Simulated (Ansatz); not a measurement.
**How PbO (Litharge) absorbs and reflects light**

Aim: the dielectric function of PbO (Litharge), and the optical constants that follow from it. The cell comes from an older database entry, whose edges can differ from later determinations, mostly by under a per cent.

Calculated with Ansatz 0.2.0; DFT, PBE, plane-wave PAW, default files, scalar-relativistic, independent-particle optical response without local fields.

The database entry behind the starting cell differs from later determinations by our own check (an axis about 0.4 % long against later determinations), so it need not match the best structure at ambient conditions.

## (1) The structure

The structure is tetragonal, space group P4/nmm (No. 129). Conventional cell: a = 3.990 Å, b = 3.990 Å, c = 5.010 Å, α = 90.00°, β = 90.00°, γ = 90.00°. Pb has 4 O at 2.33 Å nearest. Nearest to O lie 4 Pb at 2.33 Å. Farther neighbours and most contacts between anions are not listed.

## (2) Ground state and bands

The self-consistent density comes first; it also tells whether there is a gap, which decides the occupations and the need for a Drude term.

This step: DFT, PBE, plane-wave PAW, default files, scalar-relativistic, ground state (Ansatz 0.2.0).

File input.yaml:

```yaml
crystal:
  lattice:
    - [3.99, 0.0, 0.0]
    - [0.0, 3.99, 0.0]
    - [0.0, 0.0, 5.01]
  atoms:
    - { symbol: Pb, position: [0.5, 0.0, 0.76] }
    - { symbol: Pb, position: [0.0, 0.5, 0.24] }
    - { symbol: O, position: [0.5, 0.5, 0.0] }
    - { symbol: O, position: [0.0, 0.0, 0.0] }
kpoints:
  mp_grid: { grid: [6, 6, 5] }
  band_path:
    path:
      - [[0.0, 0.0, 0.0], [0.0, 0.5, 0.0], [0.5, 0.5, 0.0], [0.0, 0.0, 0.0], [0.0, 0.0, 0.5], [0.0, 0.5, 0.5], [0.5, 0.5, 0.5], [0.0, 0.0, 0.5]]
      - [[0.0, 0.5, 0.0], [0.0, 0.5, 0.5]]
      - [[0.5, 0.5, 0.0], [0.5, 0.5, 0.5]]
    npoints: 5
scf:
  occupations: { method: fermi_dirac, width: 0.05 }
  n_extra_bands: 8
hamiltonian:
  xc: pbe
  pseudopotentials: { kind: paw }
output:
  forces: true
  stress: true
  populations: true
  write_bands: true
```

Run with:

```console
> ansatz run input.yaml --threads 4 --pin off --max-ram 8192MiB --backend cpu --events-out ev --progress --plain --runs-dir out
```

Numbers of over 12 decimals in the logs are rounded to 6 here.

Output:

```text
scf.n_extra_bands = 8 over 20 filled bands (N_el = 40.0): the run solves 28 bands
Engine: ansatz 0.2.0, x86_64-unknown-linux-gnu
Pseudopotentials: kind: paw
Pseudopotential: Pb, paw, valence charge 14, recommended cutoff 420 eV (normal), Pb.paw.azcp
Pseudopotential: O, paw, valence charge 6, recommended cutoff 420 eV (normal), O.paw.azcp
Functional definition: PBE
  parameter kappa = 0.804
  parameter beta = 0.066725
  exchange = pbe_x(kappa = kappa, mu = beta*pi^2/3)
  correlation = pbe_c(beta = beta)
Crystal: 4 atoms, lattice volume = 79.760 Å³
Basis set: ecut = 420 eV, 1569 PW (Γ), exchange–correlation on 54×54×72 points (8 copies of the dense FFT grid, shifted against one another)
Bands: 28, of which v1, the nominal top of the filled ones, is band 20 counted from 1 (19 counted from 0)
Symmetry: 16 space group operations
Space group: P4/nmm (ITA 129), of the structure as read, at distance tolerance 4.3e-5 Å
k-points: 30 of 180
Non-local potential: Pb, projectors of the file, l = 0: 2, l = 1: 2, l = 2: 2, l = 3: 2
Non-local potential: O, projectors of the file, l = 0: 2, l = 1: 2, l = 2: 1
PAW form: soft (Blöchl's): semilocal exchange-correlation on the pseudo side does not see the compensation charge
PAW one-centre angular grid: Pb, 590 points (default); XC on 64 Gauss nodes
PAW one-centre angular grid: O, 110 points (default); XC on 64 Gauss nodes
Initial density: superposition of atomic densities (neutral atoms: chi_scale 0, normalization atom), corrected by the library's trained network
Initial wavefunctions: pseudopotential atomic-orbital guess
Functional: x = pbe(κ = 0.804, μ = 0.219515), c = pbe(β = 0.066725)
SCF iter   1: F=—  HF=-24947.069044 eV  |F-HF|=—  |Δ(HF+E_count)|=         —  Δρ=1.56e-3  dr2=1.53e-3  ethr=1.77e-3  ⟨swp⟩=6.9  Hψ=3996  notcnv=0  defer=4
preconditioner: auto → Resta (q_TF=auto, 2.432 Å⁻¹)  ε∞=3.3  [insulator: Δε(μ)=1.148 eV  Ē_g=17.383 eV  σ=0.050 eV  W_gap=1.00  n_scr=18 (ndim 8)  ℏωp=26.3 eV  f_vac=0.035  D(μ)=0.00/eV (n_scr^D=0)  ε∞_Penn≈3.3]
SCF iter   2: F=—  HF=-24947.070295 eV  |F-HF|=—  |Δ(HF+E_count)|=   1.25e-3  Δρ=7.39e-4  dr2=2.09e-4  ethr=3.84e-6  ⟨swp⟩=2.7  Hψ=1787  notcnv=0  defer=35
SCF iter   3: F=—  HF=-24947.070460 eV  |F-HF|=—  |Δ(HF+E_count)|=   1.65e-4  Δρ=3.11e-4  dr2=5.69e-5  ethr=5.23e-7  ⟨swp⟩=2.7  Hψ=1331  notcnv=0  defer=35
SCF iter   4: F=—  HF=-24947.070445 eV  |F-HF|=—  |Δ(HF+E_count)|=   1.53e-5  Δρ=1.23e-4  dr2=7.57e-6  ethr=1.42e-7  ⟨swp⟩=2.0  Hψ=969  notcnv=0  defer=35
SCF iter   5: F=—  HF=-24947.070449 eV  |F-HF|=—  |Δ(HF+E_count)|=   4.52e-6  Δρ=2.25e-5  dr2=4.66e-7  ethr=1.89e-8  ⟨swp⟩=2.0  Hψ=1012  notcnv=0  defer=35
SCF iter   6: F=-24947.070450 eV  HF=-24947.070450 eV  |F-HF|=4.91e-8  |Δ(HF+E_count)|=   5.50e-7  Δρ=6.20e-6  dr2=4.12e-8  ethr=2.50e-10  ⟨swp⟩=9.9  Hψ=4521  notcnv=0
SCF 1 converged in 6 iterations: F = -24947.070450 eV  dr2 = 4.12e-8
  greatest PAW one-centre occupation: 0.983 electrons in one spin orbital (limit 2), on the Pb atom at site 1 (counted from 0), in its partial waves of l = 2
NSCF: frozen V_eff on 48 k-points
SCF converged after 6 iterations
Free energy (F): -24947.070450 eV
Harris-Foulkes:  -24947.070450 eV  (|F-HF|=4.91e-8)
Internal energy: -24947.070449 eV  (E = F + TS)
E sigma→0 (E₀):  -24947.070450 eV
Entropy (-TS):   -0.000000 eV (-0.000 meV/atom)
Fermi energy:    9.062757 eV
--- Per-component energies (eV) ---
  E_band       = -104.778992
  E_kinetic    = 927.716064
  E_local      = -3095.312145  (includes V_loc(G=0)·N_el)
  E_nonlocal   = 798.280740
  E_hartree    = 1230.193177
  E_xc         = -588.565727
  E_vxc        = -452.566062  (∫ρ·V_xc dr)
  E_paw        = -21129.017422  (= ΣΔE_a)
  E_vpaw       = -743.280100  (= ΣTr[D̂ρ^β])
  E_aug_tail   = 0.004830  (compensation charges beyond the density's cutoff)
  E_ewald      = -3090.369968
  E_smearing   = -0.000000  (= −TS)
  E_closure    = 0.000000  (closes the sum)
  Σ components = -24947.070450   (vs F -24947.070450, Δ=0.00e0)
--- Forces (eV/Å), atoms counted from 1 ---
  atom   1  Pb     0.00000000     0.00000000     0.01118730
  atom   2  Pb     0.00000000     0.00000000    -0.01118730
  atom   3  O      0.00000000     0.00000000     0.00000000
  atom   4  O      0.00000000     0.00000000     0.00000000
  max |Σ_I F_I| component: 1.13e-16 eV/Å
--- Stress (GPa, compression-positive) ---
        3.362838       0.000000       0.000000
        0.000000       3.362838       0.000000
        0.000000       0.000000       2.208820
  P = ⅓ Tr σ = 2.9782 GPa (29.782 kbar)
--- Band table (eV; the first three rows and the last of 30) ---
  k-point 0: bands = [... 16 lower, 6.8217, 6.9045, 6.9045, 8.4724, 10.9004, 14.0129, 14.0129, 14.0870, ... 4 higher]
  k-point 1: bands = [... 16 lower, 6.8070, 6.8959, 6.8959, 8.2517, 10.6553, 13.2002, 13.2002, 13.7113, ... 4 higher]
  k-point 2: bands = [... 16 lower, 6.7843, 6.8789, 6.8789, 7.6703, 10.5273, 12.5072, 12.5072, 12.8538, ... 4 higher]
  k-point 29: bands = [... 16 lower, 6.2680, 6.2680, 7.5109, 7.5109, 11.4588, 11.4588, 13.7141, 13.7141, ... 4 higher]
--- Löwdin populations: 4 sites ---
  site symbol       q [e]
     0     Pb     13.1825
     1     Pb     13.1825
     2      O      6.7446
     3      O      6.7446
  spilling = 0.003641 (of n_electrons = 40.000000)
```

The job ended after 4.2 s (4 threads of Intel Xeon at 2.50GHz (Skylake/Cascade Lake), shared host; peak memory 0.42 GiB; 14 s of CPU time).

The column dr2 measures how far the density is from self-consistency, as an energy; F and HF (Harris–Foulkes) agree once it is small.

This step gave:

| Property | Result |
| --- | --- |
| free energy | -24947.0704 eV |
| Fermi energy | 9.063 eV |
| gap by band count | 1.150 eV |
| electrons | 40 |
| symmetry operations | 16 |
| pressure | 2.978 GPa |
| volume | 79.76 Å³ |
| gap on the path | 1.145 eV |
| least direct gap on the path | 2.110 eV |

There is a gap, 1.15 eV on the path, so no carriers' term is needed. The cell is left with a pressure of 3.0 GPa and forces up to 0.01 eV/Å, as it stands unrelaxed at this level.

Electronic bands along the path, in eV, zero at the Fermi level; v1 is the highest filled band, c1 the lowest empty one:

```tsv
point	v4	v3	v2	v1	c1	c2	c3	c4
Γ	-2.24	-2.16	-2.16	-0.59	1.84	4.95	4.95	5.02
0.60 of the way	-3.13	-2.72	-2.58	-1.03	2.77	3.11	4.99	5.41
X	-3.49	-3.49	-2.24	-2.24	2.80	2.80	6.02	6.02
0.40 of the way	-2.91	-2.91	-2.05	-2.05	2.25	2.25	4.94	4.94
M	-2.25	-2.25	-1.55	-1.55	0.56	0.56	4.67	4.67
0.40 of the way	-3.27	-3.01	-1.71	-1.39	1.93	2.34	4.27	4.83
Γ	-2.24	-2.16	-2.16	-0.59	1.84	4.95	4.95	5.02
0.40 of the way	-2.26	-2.17	-2.17	-0.81	1.59	4.14	4.14	4.65
Z	-2.28	-2.19	-2.19	-1.53	1.47	3.35	3.35	3.64
0.40 of the way	-2.68	-2.44	-1.76	-1.51	1.82	2.26	3.75	5.55
R	-3.46	-3.46	-1.57	-1.57	2.49	2.49	5.65	5.65
0.60 of the way	-2.27	-2.27	-2.00	-2.00	2.93	2.93	3.79	3.79
A	-2.85	-2.85	-1.55	-1.55	2.82	2.82	4.18	4.18
0.40 of the way	-2.82	-2.36	-1.79	-1.70	2.21	2.99	3.47	5.25
Z	-2.28	-2.19	-2.19	-1.53	1.47	3.35	3.35	3.64
jump to X	-3.49	-3.49	-2.24	-2.24	2.80	2.80	6.02	6.02
0.40 of the way	-3.48	-3.48	-1.96	-1.96	2.69	2.69	5.89	5.89
R	-3.46	-3.46	-1.57	-1.57	2.49	2.49	5.65	5.65
jump to M	-2.25	-2.25	-1.55	-1.55	0.56	0.56	4.67	4.67
0.40 of the way	-2.47	-2.47	-1.55	-1.55	1.12	1.12	4.88	4.88
A	-2.85	-2.85	-1.55	-1.55	2.82	2.82	4.18	4.18
```

## (3) Spectrum

With the density converged, the vertical transitions are summed over the zone.

This step: DFT, PBE, plane-wave PAW, default files, scalar-relativistic, independent-particle optical response without local fields (Ansatz 0.2.0).

input.yaml, the sections that differ from step 2:

```yaml
kpoints:
  mp_grid: { grid: [6, 6, 5] }
scf:
  occupations: { method: fixed }
output:
  optics:
    e_range: [0, 14]
    de: 0.05
    sigma: 0.1
    nscf_kmesh: { grid: [6, 6, 6] }
    bands: { spectra_wanted_up_to: 14 }
# crystal, hamiltonian: as in step 2
```

Output:

```text
[...]
Crystal: 4 atoms, lattice volume = 79.760 Å³
Basis set: ecut = 420 eV, 1569 PW (Γ)
Bands: 24, of which v1, the nominal top of the filled ones, is band 20 counted from 1 (19 counted from 0)
Symmetry: 16 space group operations
[...]
k-points: 30 of 180
[...]
SCF iter   1: F=—  HF=-24947.068909 eV  |F-HF|=—  |Δ(HF+E_count)|=         —  Δρ=1.53e-3  dr2=1.47e-3  ethr=1.77e-3  ⟨swp⟩=5.0  Hψ=2713  notcnv=0  defer=55
[...]
SCF iter   9: F=-24947.070484 eV  HF=-24947.070484 eV  |F-HF|=3.64e-12  |Δ(HF+E_count)|=  3.97e-10  Δρ=9.02e-8  dr2=7.83e-12  ethr=1.00e-12  ⟨swp⟩=4.5  Hψ=3228  notcnv=0
SCF 1 converged in 9 iterations: F = -24947.070484 eV  dr2 = 7.83e-12
[...]
NSCF: frozen V_eff on 40 k-points
output.optics: what the bands over the 48 summed would add to eps1, eps2 and the energy-loss function is held between a lower and an upper bound (9 Lanczos steps). eps1, eps2 and their loss function (loss_summed_bands) are given on every row as the summed bands alone make them. Along an axis, on a row where the two bounds hold the loss function to about 1 % of the greater of itself and 0.5 % of |1/eps|, its cell (loss_completed) is given, with the completed eps1 and eps2 that it is formed of (a cell that is left empty reads nan in the table and null in the record). The two bounds hold it so along every axis on all 281 rows up to 14.000 eV. [rest of the remark cut]
SCF converged after 9 iterations
Free energy (F): -24947.070484 eV
[...]
Internal energy: -24947.070484 eV  (E = F + TS)
E sigma→0 (E₀):  -24947.070484 eV
Fermi energy:    8.472503 eV
[...]
--- Band table (eV; the first three rows and the last of 30) ---
  k-point 0: bands = [... 16 lower, 6.8218, 6.9046, 6.9046, 8.4725, 10.9005, 14.0130, 14.0130, 14.0871]
  k-point 1: bands = [... 16 lower, 6.8071, 6.8960, 6.8960, 8.2519, 10.6554, 13.2003, 13.2003, 13.7114]
  k-point 2: bands = [... 16 lower, 6.7844, 6.8790, 6.8790, 7.6704, 10.5274, 12.5072, 12.5072, 12.8540]
  k-point 29: bands = [... 16 lower, 6.2681, 6.2681, 7.5110, 7.5110, 11.4589, 11.4589, 13.7142, 13.7142]
```

Elapsed: 35 s, on 4 threads; peak memory 0.92 GiB.

Numbers from this step:

* electronic dielectric constant ε∞, mean over x, y and z (by symmetry where fewer were run): 7.173
* absorption onset, first axis (α over 10⁴ cm⁻¹, or the direct gap if that lies higher): 2.142 eV
* main peak of Im epsilon, first axis: 3.761 eV
* photocurrent from vertical transitions in a film 500 nm thick on a perfect mirror (two passes), AM1.5G, no front reflection, all carriers collected: 11.33 mA/cm²
* least direct gap on the mesh: 2.110 eV
* bands summed: 48
* spectra valid up to: 23.77 eV
* program's estimate of the k-sum error in Im epsilon: 0.07 %
* electrons in the f-sum: 24.79

The Im ε has structure finer than the step of the table below, so its rows give means over 0.5 eV, whole bins alone (the curve runs from 0 to 14 eV). Peaks (eV: height): E ∥ x or y 3.75: 15.9; E ∥ z 4.45: 15.6, 7.10: 7.01.

The Im ε by photon energy; means over each step:

```tsv
photon energy (eV)	E ∥ x or y	E ∥ z
1.5	0	0
2.0	0.132	0.00142
2.5	0.893	1.06
3.0	3.37	3.02
3.5	10.4	6.29
4.0	14.0	9.68
4.5	11.1	13.5
5.0	6.84	7.42
5.5	5.84	5.70
6.0	5.79	5.10
6.5	6.53	4.34
7.0	4.70	6.43
7.5	2.98	4.23
8.0	2.39	2.23
8.5	2.70	1.77
9.0	2.57	1.64
9.5	2.35	1.57
10.0	3.03	2.07
10.5	2.42	2.63
11.0	1.56	2.57
11.5	1.11	1.60
12.0	0.888	1.09
12.5	0.843	0.974
13.0	0.846	0.999
13.5	0.998	0.648
```

Re ε against photon energy:

```tsv
photon energy (eV)	E ∥ x or y	E ∥ z
0.0	7.39	6.74
0.5	7.47	6.81
1.0	7.72	7.02
1.5	8.22	7.43
2.0	9.30	8.24
2.5	10.7	10.1
3.0	13.9	11.5
3.5	14.6	9.71
4.0	5.08	9.98
4.5	-0.0530	1.90
5.0	5.2e-4	-0.736
5.5	0.0302	0.719
6.0	1.90	-0.358
6.5	0.208	1.61
7.0	-2.05	0.579
7.5	-0.965	-1.87
8.0	-0.323	-1.27
8.5	0.508	-0.257
9.0	-0.488	-0.0527
9.5	0.705	0.843
10.0	0.416	0.937
10.5	-0.865	1.09
11.0	-0.502	-0.628
11.5	-0.429	-0.536
12.0	0.105	-0.0679
12.5	0.321	0.207
13.0	0.654	0.0900
13.5	0.792	0.461
14.0	0.975	0.801
```

Table of reflectivity at normal incidence by photon energy; read off at these points:

```tsv
photon energy (eV)	E ∥ x or y (%)	E ∥ z (%)
0.000	21.4	19.7
0.250	21.4	19.7
0.500	21.5	19.9
0.750	21.8	20.1
1.000	22.2	20.4
1.250	22.7	20.9
1.500	23.3	21.5
1.750	24.2	22.3
2.000	25.6	23.4
2.250	27.2	25.2
2.500	28.3	27.4
2.750	30.7	27.8
3.000	34.0	30.1
3.250	37.1	34.6
3.500	39.4	30.7
3.750	44.5	33.8
4.000	43.1	36.9
4.250	42.2	40.0
4.500	44.5	46.6
4.750	41.1	45.1
5.000	35.0	39.2
5.250	32.8	32.8
5.500	33.1	29.4
5.750	26.8	31.9
6.000	27.5	32.3
6.250	32.8	25.4
6.500	34.4	21.2
6.750	40.0	28.0
7.000	42.3	33.8
7.250	38.7	42.5
7.500	33.0	41.1
7.750	29.6	45.1
8.000	25.0	37.8
8.250	19.0	31.2
8.500	17.8	22.9
8.750	24.5	19.3
8.900	28.0	21.1
9.000	27.2	19.2
9.250	17.9	12.5
9.500	15.8	9.02
9.750	19.8	12.1
10.000	21.0	12.9
10.250	30.0	13.3
10.500	31.8	15.6
10.650	34.8	19.5
10.750	33.1	22.8
11.000	27.4	28.9
11.250	27.2	26.6
11.400	31.1	26.1
11.500	28.7	27.7
11.750	19.5	25.1
12.000	14.5	18.8
12.250	11.0	15.8
12.500	9.74	12.4
12.750	6.46	10.1
13.000	5.38	15.1
13.250	4.91	10.9
13.500	5.94	6.16
13.750	5.35	3.99
14.000	4.83	2.57
```

Refractive index n and extinction k against photon energy:

```tsv
photon energy (eV)	n, E ∥ x or y	k, E ∥ x or y	n, E ∥ z	k, E ∥ z
0.0	2.72	0	2.60	0
0.5	2.73	0	2.61	0
1.0	2.78	0	2.65	0
1.5	2.87	0	2.73	0
2.0	3.05	0.00273	2.87	0
2.5	3.27	0.138	3.18	0.201
3.0	3.75	0.391	3.40	0.315
3.5	4.00	1.18	3.23	0.862
4.0	3.16	2.22	3.47	1.43
4.5	2.39	2.40	2.90	2.55
5.0	1.80	1.80	1.81	2.00
5.5	1.70	1.69	1.75	1.53
6.0	1.98	1.43	1.50	1.62
6.5	1.83	1.77	1.72	1.16
7.0	1.23	1.89	1.91	1.75
7.5	1.03	1.42	1.18	1.81
8.0	1.01	1.16	0.803	1.38
8.5	1.23	1.01	0.873	1.01
9.0	1.01	1.23	0.875	0.905
9.5	1.26	0.935	1.13	0.657
10.0	1.31	1.14	1.27	0.825
10.5	0.937	1.32	1.40	0.934
11.0	0.738	1.02	1.00	1.28
11.5	0.587	0.880	0.778	1.07
12.0	0.705	0.626	0.720	0.766
12.5	0.782	0.538	0.763	0.613
13.0	0.927	0.454	0.745	0.682
13.5	1.02	0.508	0.790	0.404
14.0	1.09	0.462	0.948	0.312
```

The loss function −Im 1/ε at q → 0 has structure finer than the step of the table below, so its rows give means over 0.5 eV, whole bins alone (the curve runs from 0 to 14 eV). Peaks (eV: height): E ∥ x or y 8.15: 0.445, 9.25: 0.509, 12.00: 1.12; E ∥ z 9.20: 0.679, 12.50: 1.02, 13.30: 1.23.

Loss function −Im 1/ε at q → 0 against energy loss; means over each step:

```tsv
energy loss (eV)	E ∥ x or y	E ∥ z
1.5	0	0
2.0	0.00134	1.7e-5
2.5	0.00756	0.0103
3.0	0.0155	0.0197
3.5	0.0328	0.0440
4.0	0.0625	0.0489
4.5	0.0909	0.0691
5.0	0.146	0.137
5.5	0.172	0.172
6.0	0.163	0.200
6.5	0.152	0.208
7.0	0.187	0.150
7.5	0.302	0.194
8.0	0.410	0.340
8.5	0.364	0.544
9.0	0.397	0.611
9.5	0.408	0.517
10.0	0.327	0.405
10.5	0.367	0.337
11.0	0.572	0.383
11.5	0.829	0.584
12.0	1.10	0.904
12.5	0.994	0.958
13.0	0.741	0.987
13.5	0.605	1.04
```

At chosen wavelengths:

```tsv
wavelength (nm)	n xy	k xy	R (%) xy	1/α xy	n z	k z	R (%) z	1/α z
1064	2.80	0.000	22.5	over 1 mm	2.67	0.000	20.7	over 1 mm
532	3.20	0.114	27.5	373 nm	3.10	0.033	26.2	1.3 µm
450	3.48	0.176	30.7	204 nm	3.20	0.283	27.8	126 nm
405	3.83	0.471	35.0	68 nm	3.52	0.377	31.6	86 nm
365	3.90	1.024	37.8	28 nm	3.21	0.979	31.2	30 nm
308	3.11	2.221	43.0	11 nm	3.45	1.455	37.1	17 nm
248	1.80	1.800	35.0	11 nm	1.81	2.005	39.2	9.8 nm
```

A film 1 µm thick would pass 25 % of daylight and look orange in transmission (x = 0.557, y = 0.433). A larger true gap would move the edge to shorter wavelengths and change the colour.

At 1064 nm the birefringence n(z) − n(x) is -0.133: the crystal is uniaxial negative at this level.

The f-sum over the summed bands holds 24.8 of the cell's 40 electrons outside the frozen cores, 24 of which lie in bands more than 12 eV below the Fermi level, whose transitions come at higher energies. Up to 14 eV the strength has a mean oscillator energy of 5.6 eV, well above the main peak, so higher transitions carry much of it.

## (4) What came out

- gap on the path: 1.15 eV
- least direct gap on the path: 2.11 eV
- electronic dielectric constant ε∞, mean over x, y and z (by symmetry where fewer were run) (independent particles): 7.17
- absorption onset, first axis (α over 10⁴ cm⁻¹, or the direct gap if that lies higher): 2.14 eV
- main peak of Im epsilon, first axis: 3.76 eV
- photocurrent from vertical transitions in a film 500 nm thick on a perfect mirror (two passes), AM1.5G, no front reflection, all carriers collected: 11.3 mA/cm²

What this shows: At this level (PBE, independent particles) PbO has a mean ε∞ = 7.17 and n = 2.76 at 1550 nm (E ∥ x); absorption sets in near 2.1 eV, and Im ε peaks at 3.8 eV (E ∥ x). The gap is indirect (1.15 eV), so absorption without phonons can begin only at the direct gap of 2.11 eV. The absorption coefficient passes 10⁴ cm⁻¹ at 2.14 eV, inside the visible range. Distinct maxima of Im ε, read by a parabola through the highest points, lie at 3.76 eV (16), 5.30 eV (6.8), 6.60 eV (6.7) and 8.75 eV (3.4) for E ∥ x or y. The static values by axis are 7.39 (xy), 6.74 (z). The f-sum over the summed bands holds 24.8 of the cell's 40 electrons outside the frozen cores, 24 of which lie in bands more than 12 eV below the Fermi level, whose transitions come at higher energies. Up to 14 eV the strength has a mean oscillator energy of 5.6 eV, well above the main peak, so higher transitions carry much of it. A film 1 µm thick would pass 25 % of daylight and look orange in transmission (x = 0.557, y = 0.433). A larger true gap would move the edge to shorter wavelengths and change the colour. At 1064 nm the birefringence n(z) − n(x) is -0.133: the crystal is uniaxial negative at this level. Excitons and phonon-assisted transitions are missing, and so are local fields; PBE gaps are as a rule too small, which pulls the onset down and ε∞ up, while the missing spin-orbit coupling works the other way with such heavy atoms. In the base run ε includes the program's bounded estimate of what the bands above those summed add. Spin-orbit coupling is left out although heavy atoms are present.

[Logs are printed without paths, hosts, clocks, repeated set-up lines and the standing remarks that a program may print on its own settings, such as how far it seeks lower states.]

[Hosts, paths, dates, database ids (printed as entryN), source tags and the programs' standing remarks are cut or masked in the printed files.]
